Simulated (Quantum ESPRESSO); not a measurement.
# AlNi3: which magnetic order is lowest, part 2 of 2

Aim: find out which collinear order of AlNi3 costs least.

Quantum ESPRESSO 7.5; PBE; plane waves with GBRV 1.5 PBE potentials, no spin-orbit coupling.

So far, absolute magnetization (μB): step 2 (start 1: ferro +++) 0.866.

### Step 4. Run 3, typed as antiferro q=(0,0,1/2) +−+−+−

This order needs a doubled cell of 8 atoms.

pw.in reads:

```
&CONTROL
  calculation = 'scf'
  prefix = 'pwscf'
  outdir = './tmp'
  pseudo_dir = './pseudo'
  disk_io = 'nowf'
/
&SYSTEM
  ibrav = 0
  celldm(1) = 8
  nat = 8
  ntyp = 3
  ecutwfc = 40
  ecutrho = 280
  nbnd = 71
  occupations = 'smearing'
  smearing = 'fd'
  degauss = 0.00367493
  nspin = 2
  starting_magnetization(1) = 0
  starting_magnetization(2) = 0.0556
  starting_magnetization(3) = -0.0556
/
&ELECTRONS
  conv_thr = 1.6d-08
  electron_maxstep = 150
  mixing_beta = 0.3
/
ATOMIC_SPECIES
Al     26.9815 al_pbe_v1.uspp.F.UPF
Ni1    58.6934 ni_pbe_v1.4.uspp.F.UPF
Ni2    58.6934 ni_pbe_v1.4.uspp.F.UPF
CELL_PARAMETERS alat
   0.8322010694414    0.0000000000000    0.0000000000000
   0.0000000000000    0.8322010694414    0.0000000000000
   0.0000000000000    0.0000000000000    1.6644021388828
ATOMIC_POSITIONS crystal
Al      0.0000000000    0.0000000000    0.0000000000
Al      0.0000000000    0.0000000000    0.5000000000
Ni1     0.0000000000    0.5000000000    0.2500000000
Ni2     0.0000000000    0.5000000000    0.7500000000
Ni1     0.5000000000    0.0000000000    0.2500000000
Ni2     0.5000000000    0.0000000000    0.7500000000
Ni1     0.5000000000    0.5000000000    0.0000000000
Ni2     0.5000000000    0.5000000000    0.5000000000
K_POINTS automatic
10 10 5 0 0 0
```

Launch:

```console
> OMP_NUM_THREADS=1 mpirun -n 4 pw.x -nk 4 -in pw.in > pw.out
```

The log of the run:

```text
     [... lines left out ...]
Program PWSCF v.7.5 starts
     [... lines left out ...]
     number of atoms/cell      =            8
     [... lines left out ...]
     number of electrons       =       114.00
     number of Kohn-Sham states=           71
     kinetic-energy cutoff     =      40.0000  Ry
     charge density cutoff     =     280.0000  Ry
     scf convergence threshold =      1.6E-08
     [... lines left out ...]
      8 Sym. Ops. (no inversion) found
     [... lines left out ...]
     number of k points=    63  Fermi-Dirac smearing, width (Ry)=  0.0037
     [... lines left out ...]
     iteration # 31     ecut=    40.00 Ry     beta= 0.30
     [... lines left out ...]
     Magnetic moment per site  (integrated on atomic sphere of radius R)
     atom   1 (R=0.243)  charge=  1.2923  magn= -0.0000
     atom   2 (R=0.243)  charge=  1.2923  magn= -0.0000
     atom   3 (R=0.243)  charge= 16.7998  magn=  0.0002
     atom   4 (R=0.243)  charge= 16.7998  magn= -0.0001
     atom   5 (R=0.243)  charge= 16.7998  magn=  0.0002
     atom   6 (R=0.243)  charge= 16.7998  magn= -0.0001
     atom   7 (R=0.243)  charge= 16.7998  magn= -0.0000
     atom   8 (R=0.243)  charge= 16.7999  magn=  0.0002
     [... lines left out ...]
     the Fermi energy is    16.1933 ev
!    total energy              =   -2073.32078308 Ry
     estimated scf accuracy    <          9.6E-09 Ry
     smearing contrib. (-TS)   =      -0.00618941 Ry
     [... lines left out ...]
     total magnetization       =     0.00 Bohr mag/cell
     absolute magnetization    =     0.00 Bohr mag/cell
     convergence has been achieved in  31 iterations
```

Wall time 3.3 min (4 MPI ranks of Intel Xeon Platinum 8559C (Emerald Rapids), shared host); peak memory 0.83 GiB; 13 min of CPU time.

Spin moment in the atom's sphere by atom:

```csv
atom,spin moment in the atom's sphere (μB)
Al1,0.0000
Al2,0.0000
Ni3,0.0002
Ni4,-0.0001
Ni5,0.0002
Ni6,-0.0001
Ni7,0.0000
Ni8,0.0002
```

Numbers from this step:

```
smearing term TS       : 0.08421 eV
magnetization          : 0 μB
absolute magnetization : 0 μB
final state            : non-magnetic
```

### Step 5. Run 4, typed as ferri ++−

pw.in reads:

```
&CONTROL
  calculation = 'scf'
  prefix = 'pwscf'
  outdir = './tmp'
  pseudo_dir = './pseudo'
  disk_io = 'nowf'
/
&SYSTEM
  ibrav = 0
  celldm(1) = 8
  nat = 4
  ntyp = 3
  ecutwfc = 40
  ecutrho = 280
  nbnd = 38
  occupations = 'smearing'
  smearing = 'fd'
  degauss = 0.00367493
  nspin = 2
  starting_magnetization(1) = 0
  starting_magnetization(2) = 0.0556
  starting_magnetization(3) = -0.0556
/
&ELECTRONS
  conv_thr = 8d-09
  electron_maxstep = 150
  mixing_beta = 0.3
/
ATOMIC_SPECIES
Al     26.9815 al_pbe_v1.uspp.F.UPF
Ni1    58.6934 ni_pbe_v1.4.uspp.F.UPF
Ni2    58.6934 ni_pbe_v1.4.uspp.F.UPF
CELL_PARAMETERS alat
   0.8322010694414    0.0000000000000    0.0000000000000
   0.0000000000000    0.8322010694414    0.0000000000000
   0.0000000000000    0.0000000000000    0.8322010694414
ATOMIC_POSITIONS crystal
Al      0.0000000000    0.0000000000    0.0000000000
Ni1     0.0000000000    0.5000000000    0.5000000000
Ni1     0.5000000000    0.0000000000    0.5000000000
Ni2     0.5000000000    0.5000000000    0.0000000000
K_POINTS automatic
10 10 10 0 0 0
```

The log of the run:

```text
     [... lines left out ...]
Program PWSCF v.7.5 starts
     [... lines left out ...]
     number of atoms/cell      =            4
     [... lines left out ...]
     number of electrons       =        57.00
     number of Kohn-Sham states=           38
     kinetic-energy cutoff     =      40.0000  Ry
     charge density cutoff     =     280.0000  Ry
     scf convergence threshold =      8.0E-09
     [... lines left out ...]
     16 Sym. Ops., with inversion, found
     [... lines left out ...]
     number of k points=   126  Fermi-Dirac smearing, width (Ry)=  0.0037
     [... lines left out ...]
     iteration # 21     ecut=    40.00 Ry     beta= 0.30
     [... lines left out ...]
     Magnetic moment per site  (integrated on atomic sphere of radius R)
     atom   1 (R=0.243)  charge=  1.2931  magn= -0.0167
     atom   2 (R=0.243)  charge= 16.7990  magn=  0.2555
     atom   3 (R=0.243)  charge= 16.7990  magn=  0.2555
     atom   4 (R=0.243)  charge= 16.7990  magn=  0.2555
     [... lines left out ...]
     the Fermi energy is    16.2309 ev
!    total energy              =   -1036.66097716 Ry
     estimated scf accuracy    <          4.2E-09 Ry
     smearing contrib. (-TS)   =      -0.00212000 Ry
     [... lines left out ...]
     total magnetization       =     0.69 Bohr mag/cell
     absolute magnetization    =     0.87 Bohr mag/cell
     convergence has been achieved in  21 iterations
```

The job ended after 69 s (4 MPI ranks; peak memory 0.53 GiB; 4.6 min of CPU time).

Read from the output:

```
smearing term TS       : 0.02884 eV
magnetization          : 0.688 μB
absolute magnetization : 0.866 μB
final state            : ferromagnetic
largest moment         : 0.2555 μB
```

The typed signs were not kept.

### Step 6. Run 5 (antiferro q=(0,1/2,1/2) +−+−+−)

The cell is doubled to 8 atoms to hold this order.

pw.in reads:

```
&CONTROL
  calculation = 'scf'
  prefix = 'pwscf'
  outdir = './tmp'
  pseudo_dir = './pseudo'
  disk_io = 'nowf'
/
&SYSTEM
  ibrav = 0
  celldm(1) = 8
  nat = 8
  ntyp = 3
  ecutwfc = 40
  ecutrho = 280
  nbnd = 71
  occupations = 'smearing'
  smearing = 'fd'
  degauss = 0.00367493
  nspin = 2
  starting_magnetization(1) = 0
  starting_magnetization(2) = 0.0556
  starting_magnetization(3) = -0.0556
/
&ELECTRONS
  conv_thr = 1.6d-08
  electron_maxstep = 150
  mixing_beta = 0.3
/
ATOMIC_SPECIES
Al     26.9815 al_pbe_v1.uspp.F.UPF
Ni1    58.6934 ni_pbe_v1.4.uspp.F.UPF
Ni2    58.6934 ni_pbe_v1.4.uspp.F.UPF
CELL_PARAMETERS alat
   0.8322010694414    0.0000000000000    0.0000000000000
   0.0000000000000    1.6644021388828    0.0000000000000
   0.0000000000000    0.8322010694414    0.8322010694414
ATOMIC_POSITIONS crystal
Al      0.0000000000    0.0000000000    0.0000000000
Al      0.0000000000    0.5000000000    0.0000000000
Ni1     0.0000000000    0.0000000000    0.5000000000
Ni2     0.0000000000    0.5000000000    0.5000000000
Ni1     0.5000000000    0.7500000000    0.5000000000
Ni2     0.5000000000    0.2500000000    0.5000000000
Ni1     0.5000000000    0.2500000000    0.0000000000
Ni2     0.5000000000    0.7500000000    0.0000000000
K_POINTS automatic
10 5 10 0 0 0
```

The log of the run:

```text
     [... lines left out ...]
Program PWSCF v.7.5 starts
     [... lines left out ...]
     number of atoms/cell      =            8
     [... lines left out ...]
     number of electrons       =       114.00
     number of Kohn-Sham states=           71
     kinetic-energy cutoff     =      40.0000  Ry
     charge density cutoff     =     280.0000  Ry
     scf convergence threshold =      1.6E-08
     [... lines left out ...]
      4 Sym. Ops. (no inversion) found
     [... lines left out ...]
     number of k points=   108  Fermi-Dirac smearing, width (Ry)=  0.0037
     [... lines left out ...]
     iteration # 24     ecut=    40.00 Ry     beta= 0.30
     [... lines left out ...]
     Magnetic moment per site  (integrated on atomic sphere of radius R)
     atom   1 (R=0.243)  charge=  1.2918  magn=  0.0000
     atom   2 (R=0.243)  charge=  1.2918  magn=  0.0000
     atom   3 (R=0.243)  charge= 16.7992  magn= -0.0005
     atom   4 (R=0.243)  charge= 16.7992  magn= -0.0001
     atom   5 (R=0.243)  charge= 16.7992  magn= -0.0002
     atom   6 (R=0.243)  charge= 16.7992  magn= -0.0003
     atom   7 (R=0.243)  charge= 16.7992  magn= -0.0002
     atom   8 (R=0.243)  charge= 16.7992  magn= -0.0003
     [... lines left out ...]
     the Fermi energy is    16.1933 ev
!    total energy              =   -2073.32077945 Ry
     estimated scf accuracy    <          5.6E-09 Ry
     smearing contrib. (-TS)   =      -0.00618940 Ry
     [... lines left out ...]
     total magnetization       =    -0.00 Bohr mag/cell
     absolute magnetization    =     0.00 Bohr mag/cell
     convergence has been achieved in  24 iterations
```

Elapsed: 5.4 min, on 4 MPI ranks; peak memory 1.1 GiB; 21 min of CPU time.

Read from the output:

```yaml
smearing_term_ts: 0.08421 eV
magnetization: 0 μB
absolute_magnetization: 0 μB
final_state: non-magnetic
largest_moment: 0 μB
```

### Step 7. Run 6 (antiferro q=(0,0,1/2) +−−++−)

This order needs a doubled cell of 8 atoms.

pw.in reads:

```
&CONTROL
  calculation = 'scf'
  prefix = 'pwscf'
  outdir = './tmp'
  pseudo_dir = './pseudo'
  disk_io = 'nowf'
/
&SYSTEM
  ibrav = 0
  celldm(1) = 8
  nat = 8
  ntyp = 3
  ecutwfc = 40
  ecutrho = 280
  nbnd = 71
  occupations = 'smearing'
  smearing = 'fd'
  degauss = 0.00367493
  nspin = 2
  starting_magnetization(1) = 0
  starting_magnetization(2) = 0.0556
  starting_magnetization(3) = -0.0556
/
&ELECTRONS
  conv_thr = 1.6d-08
  electron_maxstep = 150
  mixing_beta = 0.3
/
ATOMIC_SPECIES
Al     26.9815 al_pbe_v1.uspp.F.UPF
Ni1    58.6934 ni_pbe_v1.4.uspp.F.UPF
Ni2    58.6934 ni_pbe_v1.4.uspp.F.UPF
CELL_PARAMETERS alat
   0.8322010694414    0.0000000000000    0.0000000000000
   0.0000000000000    0.8322010694414    0.0000000000000
   0.0000000000000    0.0000000000000    1.6644021388828
ATOMIC_POSITIONS crystal
Al      0.0000000000    0.0000000000    0.0000000000
Al      0.0000000000    0.0000000000    0.5000000000
Ni1     0.0000000000    0.5000000000    0.2500000000
Ni2     0.0000000000    0.5000000000    0.7500000000
Ni2     0.5000000000    0.0000000000    0.2500000000
Ni1     0.5000000000    0.0000000000    0.7500000000
Ni1     0.5000000000    0.5000000000    0.0000000000
Ni2     0.5000000000    0.5000000000    0.5000000000
K_POINTS automatic
10 10 5 0 0 0
```

The log of the run:

```text
     [... lines left out ...]
Program PWSCF v.7.5 starts
     [... lines left out ...]
     number of atoms/cell      =            8
     [... lines left out ...]
     number of electrons       =       114.00
     number of Kohn-Sham states=           71
     kinetic-energy cutoff     =      40.0000  Ry
     charge density cutoff     =     280.0000  Ry
     scf convergence threshold =      1.6E-08
     [... lines left out ...]
      8 Sym. Ops. (no inversion) found
     [... lines left out ...]
     number of k points=    63  Fermi-Dirac smearing, width (Ry)=  0.0037
     [... lines left out ...]
     iteration # 25     ecut=    40.00 Ry     beta= 0.30
     [... lines left out ...]
     Magnetic moment per site  (integrated on atomic sphere of radius R)
     atom   1 (R=0.243)  charge=  1.2923  magn=  0.0000
     atom   2 (R=0.243)  charge=  1.2923  magn=  0.0000
     atom   3 (R=0.243)  charge= 16.7998  magn= -0.0005
     atom   4 (R=0.243)  charge= 16.7998  magn= -0.0005
     atom   5 (R=0.243)  charge= 16.7998  magn= -0.0005
     atom   6 (R=0.243)  charge= 16.7998  magn= -0.0005
     atom   7 (R=0.243)  charge= 16.7998  magn= -0.0004
     atom   8 (R=0.243)  charge= 16.7999  magn= -0.0005
     [... lines left out ...]
     the Fermi energy is    16.1933 ev
!    total energy              =   -2073.32078309 Ry
     estimated scf accuracy    <          8.9E-09 Ry
     smearing contrib. (-TS)   =      -0.00618929 Ry
     [... lines left out ...]
     total magnetization       =    -0.00 Bohr mag/cell
     absolute magnetization    =     0.00 Bohr mag/cell
     convergence has been achieved in  25 iterations
```

The job ended after 2.9 min (4 MPI ranks; peak memory 0.83 GiB; 11 min of CPU time).

Read from the output:

```
smearing term TS       : 0.08421 eV
magnetization          : 0 μB
absolute magnetization : 0 μB
final state            : non-magnetic
largest moment         : 0 μB
```

### Step 8. Run 7 (no spin polarisation)

pw.in reads:

```
&CONTROL
  calculation = 'scf'
  prefix = 'pwscf'
  outdir = './tmp'
  pseudo_dir = './pseudo'
  disk_io = 'nowf'
/
&SYSTEM
  ibrav = 0
  celldm(1) = 8
  nat = 4
  ntyp = 2
  ecutwfc = 40
  ecutrho = 280
  nbnd = 38
  occupations = 'smearing'
  smearing = 'fd'
  degauss = 0.00367493
/
&ELECTRONS
  conv_thr = 8d-09
  electron_maxstep = 150
  mixing_beta = 0.3
/
ATOMIC_SPECIES
Al     26.9815 al_pbe_v1.uspp.F.UPF
Ni     58.6934 ni_pbe_v1.4.uspp.F.UPF
CELL_PARAMETERS alat
   0.8322010694414    0.0000000000000    0.0000000000000
   0.0000000000000    0.8322010694414    0.0000000000000
   0.0000000000000    0.0000000000000    0.8322010694414
ATOMIC_POSITIONS crystal
Al      0.0000000000    0.0000000000    0.0000000000
Ni      0.0000000000    0.5000000000    0.5000000000
Ni      0.5000000000    0.0000000000    0.5000000000
Ni      0.5000000000    0.5000000000    0.0000000000
K_POINTS automatic
10 10 10 0 0 0
```

The log of the run:

```text
     [... lines left out ...]
Program PWSCF v.7.5 starts
     [... lines left out ...]
     number of atoms/cell      =            4
     [... lines left out ...]
     number of electrons       =        57.00
     number of Kohn-Sham states=           38
     kinetic-energy cutoff     =      40.0000  Ry
     charge density cutoff     =     280.0000  Ry
     scf convergence threshold =      8.0E-09
     [... lines left out ...]
     48 Sym. Ops., with inversion, found
     [... lines left out ...]
     number of k points=    56  Fermi-Dirac smearing, width (Ry)=  0.0037
     [... lines left out ...]
     iteration # 17     ecut=    40.00 Ry     beta= 0.30
     [... lines left out ...]
     the Fermi energy is    16.1932 ev
!    total energy              =   -1036.66039824 Ry
     estimated scf accuracy    <          4.2E-10 Ry
     smearing contrib. (-TS)   =      -0.00309471 Ry
     [... lines left out ...]
     convergence has been achieved in  17 iterations
```

Run time: 15 s. Hardware: 4 MPI ranks; peak memory 0.35 GiB; 58 s of CPU time.

This step gave:

```
smearing term TS : 0.04211 eV
final state      : non-magnetic (no spin polarisation)
```

### Step 9. The states side by side

An order is kept where moments of 0.15 μB or more survive with the typed signs; meshes match where a doubled cell samples the same k points as the first cell.

Orders:

```csv
start,final state,typed order kept,energy over the lowest (meV a seeded atom),largest site moment (μB),net moment (μB a cell of the first run),mesh matched,CPU time (s)
ferro +++,ferromagnetic,yes,0,0.2557,0.6882,yes,111.3
"antiferro q=(1/2,1/2,1/2) +-+-+-",non-magnetic,no,2.668,0,0,yes,789.2
"antiferro q=(0,0,1/2) +-+-+-",non-magnetic,no,2.656,0,0,yes,795.9
ferri ++-,ferromagnetic,no,0,0.2555,0.6878,yes,273.5
"antiferro q=(0,1/2,1/2) +-+-+-",non-magnetic,no,2.664,0,7.54e-4,yes,1287
"antiferro q=(0,0,1/2) +--++-",non-magnetic,no,2.656,0,0.001291,yes,688.6
no spin polarisation,non-magnetic,-,2.626,0,0,yes,58.06
```

### Step 10. Summary of results

- lowest state found: ferromagnetic (from ferro +++ and ferri ++-)
- largest site moment: 0.256 μB
- state without moments: 2.63 meV a seeded atom higher

**Reading.** At this level spin polarisation gains little. 4 starts lost their moments. 1 start left the typed signs, so such an energy belongs to the state reached, not the one typed. This is the lowest of 7 collinear or spinless starts, no proof of the ground state.

[Logs and program files are shortened in this print: banners, set-up blocks, solver, clock and traceback lines can be left out without a mark of their own.]

[Logs are printed without paths, hosts, clocks, repeated set-up lines and the standing remarks that a program may print on its own settings, such as how far it seeks lower states.]

[Hosts, paths, dates, database ids (printed as entryN), source tags and the programs' standing remarks are cut or masked in the printed files.]

[Where a cell is said to come from a database of computed structures, the database is the Materials Project.]
